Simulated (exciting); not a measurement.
**ZnS: the Zn K edge from the Bethe–Salpeter equation**

Wanted: the near-edge spectrum and the bound core excitons at the Zn K edge of ZnS. The measurement to meet: micro-XANES in fluorescence mode, self-absorption corrected on natural sphalerite, reported in Combined micro X-ray absorption and fluorescence spectroscopy to map phases of complex systems: the case of sphalerite (pmc:6906441, 2019), with feature α at 9662.6 eV and feature β at 9665.2 eV.

Calculated with exciting sodium; X-ray absorption, core-level Bethe-Salpeter equation, exchange and statically screened direct term, Tamm-Dancoff, all-electron LAPW+lo PBE.

The database entry behind the starting cell differs from later determinations by our own check (about 0.1 % short), so it need not match the best structure at ambient conditions.

### 1. Set-up

Symmetry: F-43m, No. 216, cubic system. Conventional cell: a = 5.404 Å, b = 5.404 Å, c = 5.404 Å, α = 90.00°, β = 90.00°, γ = 90.00°. Nearest to Zn lie 4 S at 2.34 Å. S has 4 Zn at 2.34 Å nearest. Farther neighbours and most contacts between anions are not listed.

Structure file:

```cif
data_structure
_symmetry_space_group_name_H-M 'P 1'
_symmetry_Int_Tables_number 1
_cell_length_a 3.8212
_cell_length_b 3.8212
_cell_length_c 3.8212
_cell_angle_alpha 60.000
_cell_angle_beta 60.000
_cell_angle_gamma 60.000
_cell_volume 39.45
loop_
_atom_site_label
_atom_site_type_symbol
_atom_site_fract_x
_atom_site_fract_y
_atom_site_fract_z
_atom_site_occupancy
Zn1 Zn 0.75000 0.75000 0.75000 1
S2 S 0.00000 0.00000 0.00000 1
```

Differences between curves are given as r.m.s. difference over r.m.s. height.

### 2. Ground state

The species files are the program's own, with muffin-tin radii set in the input.

File input.xml:

```
<input>
  <title>ZnS</title>
  <structure speciespath="." autormt="false" epslat="1.0e-5">
    <crystal>
      <basevect>0.0000000000 5.1060399878 5.1060399878</basevect>
      <basevect>5.1060399878 0.0000000000 5.1060399878</basevect>
      <basevect>5.1060399878 5.1060399878 0.0000000000</basevect>
    </crystal>
    <species speciesfile="Zn.xml" rmt="2.240">
      <atom coord="0.7500000000 0.7500000000 0.7500000000"/>
    </species>
    <species speciesfile="S.xml" rmt="2.049">
      <atom coord="0.0000000000 0.0000000000 0.0000000000"/>
    </species>
  </structure>
  <groundstate do="fromscratch" xctype="GGA_PBE" ngridk="5 5 5" rgkmax="7" gmaxvr="14" nempty="8" swidth="0.001" maxscl="100" epsengy="1e-5"/>
</input>
```

Run with:

```bash
OMP_NUM_THREADS=1 mpirun -n 2 exciting
```

Numbers of over 12 decimals in the logs are rounded to 6 here.

Log:

```text
EXCITING SODIUM started
********************************************************************************
* Ground-state run starting from atomic densities                              *
********************************************************************************
+ Starting initialization                                                      +
[... lattice and species ...]
 Spin treatment                             :    spin-unpolarised
 Number of Bravais lattice symmetries       :      48
[...]
valence-band maximum at    1      0.0000  0.0000  0.0000
     conduction-band minimum at    1      0.0000  0.0000  0.0000
+ Self-consistent loop stopped                                                 +
 STATE.OUT is written
********************************************************************************
* Groundstate module stopped                                                   *
********************************************************************************
 Total time spent (seconds)                 :        14.21
| EXCITING SODIUM stopped                                                      =
[key lines of the parts left out:]
Total energy                               :     -2195.37535129
Fermi energy                               :         0.15676612
```

Elapsed: 15 s, on 2 MPI ranks of Arm Neoverse V1, shared host.

The mesh shows a gap of 2.10 eV. Core levels (Dirac, from the valence top):

| atom | level | energy (eV) |
| --- | --- | --- |
| Zn | 2s1/2 | -1153.6 |
| Zn | 2p1/2 | -1015.4 |
| Zn | 2p3/2 | -991.5 |
| Zn | 3s1/2 | -124.9 |
| S | 1s1/2 | -2398.6 |
| S | 2s1/2 | -204.7 |
| S | 2p1/2 | -150.3 |
| S | 2p3/2 | -149.1 |

### 3. A richer basis for the empty states

Each species file gets more local orbitals, built from u and its energy derivative at 0.15 Ha and u at 0.9 Ha.

input.xml is that of step 2.

File SPECIES.xml, added lines:

```
<lo l="L">  <!-- L = 0, 1, 2 -->
  <wf matchingOrder="0" trialEnergy="0.1500" searchE="false"/>
  <wf matchingOrder="1" trialEnergy="0.1500" searchE="false"/>
  <wf matchingOrder="0" trialEnergy="0.9000" searchE="false"/>
</lo>
```

Run with:

```bash
OMP_NUM_THREADS=1 mpirun -n 2 exciting
```

Log:

```text
EXCITING SODIUM started
********************************************************************************
* Ground-state run starting from atomic densities                              *
********************************************************************************
+ Starting initialization                                                      +
[... lattice and species ...]
 Spin treatment                             :    spin-unpolarised
 Number of Bravais lattice symmetries       :      48
[...]
valence-band maximum at    1      0.0000  0.0000  0.0000
     conduction-band minimum at    1      0.0000  0.0000  0.0000
+ Self-consistent loop stopped                                                 +
 STATE.OUT is written
********************************************************************************
* Groundstate module stopped                                                   *
********************************************************************************
 Total time spent (seconds)                 :        18.35
| EXCITING SODIUM stopped                                                      =
[key lines of the parts left out:]
Total energy                               :     -2195.37613061
Fermi energy                               :         0.15734717
```

Elapsed: 20 s, on 2 MPI ranks.

Against the first ground state the total energy moves by -11 meV an atom and the gap by 0.00 eV.

### 4. Screening, kernels and BSE for Zn atom 1

The absorber has 4 S at 2.34 Å (tetrahedral, site symmetry -43m).

input.xml: that of step 3 with these lines changed.

```diff
@@ -15,3 +15,20 @@
   </structure>
-  <groundstate do="fromscratch" xctype="GGA_PBE" ngridk="5 5 5" rgkmax="7" gmaxvr="14" nempty="8" swidth="0.001" maxscl="100" epsengy="1e-5"/>
+  <groundstate do="skip" xctype="GGA_PBE" ngridk="5 5 5" rgkmax="7" gmaxvr="14" nempty="8" swidth="0.001" maxscl="100" epsengy="1e-5"/>
+  <xs xstype="BSE" ngridk="5 5 5" ngridq="5 5 5" vkloff="0.097 0.273 0.493" rgkmax="7" nempty="20" gqmax="3" lmaxapwwf="5" lmaxemat="2" broad="0.03050" tevout="true">
+    <energywindow intv="349.454 351.070" points="439"/>
+    <screening screentype="full" nempty="37"/>
+    <BSE xas="true" xasspecies="1" xasatom="1" xasedge="K" bsetype="singlet" nstlxas="1 16"/>
+    <qpointset>
+      <qpoint>0 0 0</qpoint>
+    </qpointset>
+    <plan>
+      <doonly task="xsgeneigvec"/>
+      <doonly task="writepmatxs"/>
+      <doonly task="scrgeneigvec"/>
+      <doonly task="scrwritepmat"/>
+      <doonly task="screen"/>
+      <doonly task="scrcoulint"/>
+      <doonly task="exccoulint"/>
+    </plan>
+  </xs>
 </input>
```

File input.xml for the last start (plan only):

```
  <plan>
    <doonly task="bse"/>
  </plan>
```

Run with:

```bash
OMP_NUM_THREADS=1 mpirun -n 2 exciting
OMP_NUM_THREADS=2 exciting
```

Log:

```text
| EXCITING SODIUM started for task xsgeneigvec ( 301)                          =
One-shot GS runs for BSE calculations
One-shot GS runs for k+qmt/2 grids
Info(xsgeneigvec): Generating eigenvectors for Q-point      1
Info(xsgeneigvec): Generation of eigenvectors finished
| EXCITING SODIUM started for task writepmatxs ( 320)                          =
Info(writepmatxs): Momentum matrix elements finished
| EXCITING SODIUM started for task scrgeneigvec ( 401)                         =
One-shot GS runs for BSE calculations
One-shot GS runs for k+qmt/2 grids
[...]
Info(setup_bse_block): Setting up RR part of hamiltonian
Info(setup_bse_block): Singlet spin state
Info(bse): Diagonalizing RR Hamiltonian (TDA)
Info(bse): Invoking Lapack routine ZHEEVR
      4000 eigen solutions found in the interval:
         i1=       1 i2=    4000
Info(bse): Writing excition energies and oscillator strengths to text file.
Info(makespectrum_dist): Making spectrum using formula for coupling with time reversed AR basis.
Info(makespectrum_dist): Using formalism for vanishing momentum transfer.
Info(writederived): Writing quantities derived from the macroscopic dielectric function.
Info(bselauncher): Spectrum finished for iqmt=  1
Info(bselauncher): All done for BSE type singlet
```

Elapsed: 22 min, on 2 MPI ranks.

Wall time by task: xsgeneigvec 4.9 s, writepmatxs 14 s, scrgeneigvec 4 s, scrwritepmat 2.2 s, screen 2.7 min, scrcoulint 8.3 min, exccoulint 9.3 min, bse 53 s.

The Zn K spectrum of Zn atom 1 (energy from the Kohn–Sham onset, core level to the lowest empty state found on the meshes used, 9521.11 eV; the ground-state mesh sets it, and the shifted mesh has its lowest transition 0.52 eV above it; Im ε scaled to the maximum of the singlet run; cut below the end of the band set):

| E (eV) | Im ε |
| --- | --- |
| -6.0 | 0.03 |
| -5.5 | 0.03 |
| -5.0 | 0.03 |
| -4.5 | 0.04 |
| -4.0 | 0.04 |
| -3.5 | 0.05 |
| -3.0 | 0.06 |
| -2.5 | 0.07 |
| -2.0 | 0.08 |
| -1.5 | 0.11 |
| -1.0 | 0.14 |
| -0.5 | 0.20 |
| 0.0 | 0.31 |
| 0.5 | 0.50 |
| 1.0 | 0.71 |
| 1.5 | 0.77 |
| 2.0 | 0.77 |
| 2.5 | 0.83 |
| 3.0 | 0.94 |
| 3.5 | 1.00 |
| 4.0 | 0.96 |
| 4.5 | 0.87 |
| 5.0 | 0.74 |
| 5.5 | 0.64 |
| 6.0 | 0.58 |
| 6.5 | 0.56 |
| 7.0 | 0.55 |
| 7.5 | 0.58 |
| 8.0 | 0.62 |
| 8.5 | 0.61 |
| 9.0 | 0.57 |
| 9.5 | 0.54 |
| 10.0 | 0.55 |
| 10.5 | 0.59 |
| 11.0 | 0.60 |
| 11.5 | 0.61 |
| 12.0 | 0.62 |
| 12.5 | 0.61 |
| 13.0 | 0.59 |
| 13.5 | 0.59 |
| 14.0 | 0.57 |
| 14.5 | 0.55 |
| 15.0 | 0.56 |
| 15.5 | 0.57 |
| 16.0 | 0.58 |
| 16.5 | 0.56 |
| 17.0 | 0.54 |
| 17.5 | 0.53 |
| 18.0 | 0.50 |
| 18.5 | 0.47 |
| 19.0 | 0.44 |
| 19.5 | 0.41 |

Maxima (height): 3.4 eV (1.00), 8.1 eV (0.62), 12.0 eV (0.62) and 15.9 eV (0.58).

The Hamiltonian has 4000 rows. The lowest groups of eigenvalues and the brightest ones, on the scale above (the program counts from the shifted mesh's onset, 0.52 eV higher). Core spinors bring spin-forbidden partners, so dark means forbidden by spin or by symmetry, and the shifted mesh splits states that symmetry would keep together:

| energy (eV) | states within 10 meV | relative strength |
| --- | --- | --- |
| -0.024 | 2 | 0.0056 |
| 0.315 | 2 | 0.0036 |
| 0.621 | 2 | 0.048 |
| 0.816 | 2 | 0.32 |
| 0.887 | 2 | 0.97 |
| 0.926 | 2 | 0.84 |
| 0.996 | 2 | 1.00 |
| 1.062 | 2 | 0.70 |
| 2.981 | 2 | 0.78 |
| 3.155 | 4 | 0.69 |
| 3.380 | 4 | 0.60 |

### 5. Independent particles

input.xml: that of step 4 with these lines changed.

```diff
@@ -19,3 +19,3 @@
     <screening screentype="full" nempty="37"/>
-    <BSE xas="true" xasspecies="1" xasatom="1" xasedge="K" bsetype="singlet" nstlxas="1 16"/>
+    <BSE xas="true" xasspecies="1" xasatom="1" xasedge="K" bsetype="IP" nstlxas="1 16"/>
     <qpointset>
@@ -24,9 +24,3 @@
     <plan>
-      <doonly task="xsgeneigvec"/>
-      <doonly task="writepmatxs"/>
-      <doonly task="scrgeneigvec"/>
-      <doonly task="scrwritepmat"/>
-      <doonly task="screen"/>
-      <doonly task="scrcoulint"/>
-      <doonly task="exccoulint"/>
+      <doonly task="bse"/>
     </plan>
```

Run with:

```bash
OMP_NUM_THREADS=2 exciting
```

Log:

```text
| EXCITING SODIUM started for task bse ( 445)                                  =
Info(bselauncher): Init time:    0.631991
Info(bselauncher): Setting up and diagonalizing BSE Hamiltonian.
Info(bselauncher): Using momentum transfer vectors from list :   1 to  1
Info(bselauncher): Distributing qmt-points over   1 processes.
Info(bselauncher): BSE type: IP
Info(bselauncher): Momentum transfer list index: iqmt=  1
Info(bselauncher): Momentum transfer: vqmtl=   0.000   0.000   0.000
Info(bse): Inspecting occupations...
Info(setranges_modxs): Number of non-reduced k-points:      125
[...]
highest unoccupied state:  28
  Opening gap with a scissor of:      0.000/H      0.000/eV
Info(select_transitions): Number of participating transitions:    4000
Info(bse): Selecting transitions...
Info(bse):bsegap (eV):  9521.634735
Info(bse): IP requested, nothing much to do
Info(bse): Writing excition energies and oscillator strengths to text file.
Info(makespectrum_dist): Making spectrum using formula for coupling with time reversed AR basis.
Info(makespectrum_dist): Using formalism for vanishing momentum transfer.
Info(writederived): Writing quantities derived from the macroscopic dielectric function.
Info(bselauncher): Spectrum finished for iqmt=  1
Info(bselauncher): All done for BSE type IP
```

Wall time 1.5 s (2 threads).

Maxima (height): 5.2 eV (0.85), 8.9 eV (0.64), 13.0 eV (0.66) and 16.9 eV (0.70). Against the singlet run the r.m.s. difference is 39 %. Moving the earlier curve by +2.3 eV leaves 18 %. The highest maximum lies at 5.2 eV (0.85), against 3.4 eV (1.00).

### 6. Exchange alone

input.xml: that of step 5 with these lines changed.

```diff
@@ -19,3 +19,3 @@
     <screening screentype="full" nempty="37"/>
-    <BSE xas="true" xasspecies="1" xasatom="1" xasedge="K" bsetype="IP" nstlxas="1 16"/>
+    <BSE xas="true" xasspecies="1" xasatom="1" xasedge="K" bsetype="RPA" nstlxas="1 16"/>
     <qpointset>
```

Run with:

```bash
OMP_NUM_THREADS=2 exciting
```

Log:

```text
| EXCITING SODIUM started for task bse ( 445)                                  =
Info(bselauncher): Init time:    0.629795
Info(bselauncher): Setting up and diagonalizing BSE Hamiltonian.
Info(bselauncher): Using momentum transfer vectors from list :   1 to  1
Info(bselauncher): Distributing qmt-points over   1 processes.
Info(bselauncher): BSE type: RPA
Info(bselauncher): Momentum transfer list index: iqmt=  1
Info(bselauncher): Momentum transfer: vqmtl=   0.000   0.000   0.000
Info(bse): Inspecting occupations...
Info(setranges_modxs): Number of non-reduced k-points:      125
[...]
Info(setup_bse_block): Setting up RR part of hamiltonian
Info(setup_bse_block): Using RPA approximation
Info(bse): Diagonalizing RR Hamiltonian (TDA)
Info(bse): Invoking Lapack routine ZHEEVR
      4000 eigen solutions found in the interval:
         i1=       1 i2=    4000
Info(bse): Writing excition energies and oscillator strengths to text file.
Info(makespectrum_dist): Making spectrum using formula for coupling with time reversed AR basis.
Info(makespectrum_dist): Using formalism for vanishing momentum transfer.
Info(writederived): Writing quantities derived from the macroscopic dielectric function.
Info(bselauncher): Spectrum finished for iqmt=  1
Info(bselauncher): All done for BSE type RPA
```

Elapsed: 52 s, on 2 threads.

Maxima (height): 5.2 eV (0.85), 8.9 eV (0.64), 13.0 eV (0.66) and 16.9 eV (0.70). The spectrum is that of the independent-particle run within 1 %.

### 7. Direct term alone

input.xml: that of step 6 with these lines changed.

```diff
@@ -19,3 +19,3 @@
     <screening screentype="full" nempty="37"/>
-    <BSE xas="true" xasspecies="1" xasatom="1" xasedge="K" bsetype="RPA" nstlxas="1 16"/>
+    <BSE xas="true" xasspecies="1" xasatom="1" xasedge="K" bsetype="triplet" nstlxas="1 16"/>
     <qpointset>
```

Run with:

```bash
OMP_NUM_THREADS=2 exciting
```

Log:

```text
| EXCITING SODIUM started for task bse ( 445)                                  =
Info(bselauncher): Init time:    0.630525
Info(bselauncher): Setting up and diagonalizing BSE Hamiltonian.
Info(bselauncher): Using momentum transfer vectors from list :   1 to  1
Info(bselauncher): Distributing qmt-points over   1 processes.
Info(bselauncher): BSE type: triplet
Info(bselauncher): Momentum transfer list index: iqmt=  1
Info(bselauncher): Momentum transfer: vqmtl=   0.000   0.000   0.000
Info(bse): Inspecting occupations...
[...]
Info(setup_bse_block): Setting up RR part of hamiltonian
Info(setup_bse_block): Triplet spin state
Info(bse): Diagonalizing RR Hamiltonian (TDA)
Info(bse): Invoking Lapack routine ZHEEVR
      4000 eigen solutions found in the interval:
         i1=       1 i2=    4000
Info(bse): Writing excition energies and oscillator strengths to text file.
Info(makespectrum_dist): Making spectrum using formula for coupling with time reversed AR basis.
Info(makespectrum_dist): Using formalism for vanishing momentum transfer.
Info(writederived): Writing quantities derived from the macroscopic dielectric function.
Info(bselauncher): Spectrum finished for iqmt=  1
Info(bselauncher): All done for BSE type triplet
```

Elapsed: 52 s, on 2 threads.

Maxima (height): 3.4 eV (1.00), 8.1 eV (0.62), 12.0 eV (0.62) and 15.9 eV (0.58). The spectrum is that of the singlet run within 1 %.

[end of part 1 of 2]

[Banner, clock and machine lines of the logs are left out without a mark of their own.]

[Logs are printed without paths, hosts, clocks, repeated set-up lines and the standing remarks that a program may print on its own settings, such as how far it seeks lower states.]

[Hosts, paths, dates, database ids (printed as entryN), source tags and the programs' standing remarks are cut or masked in the printed files.]
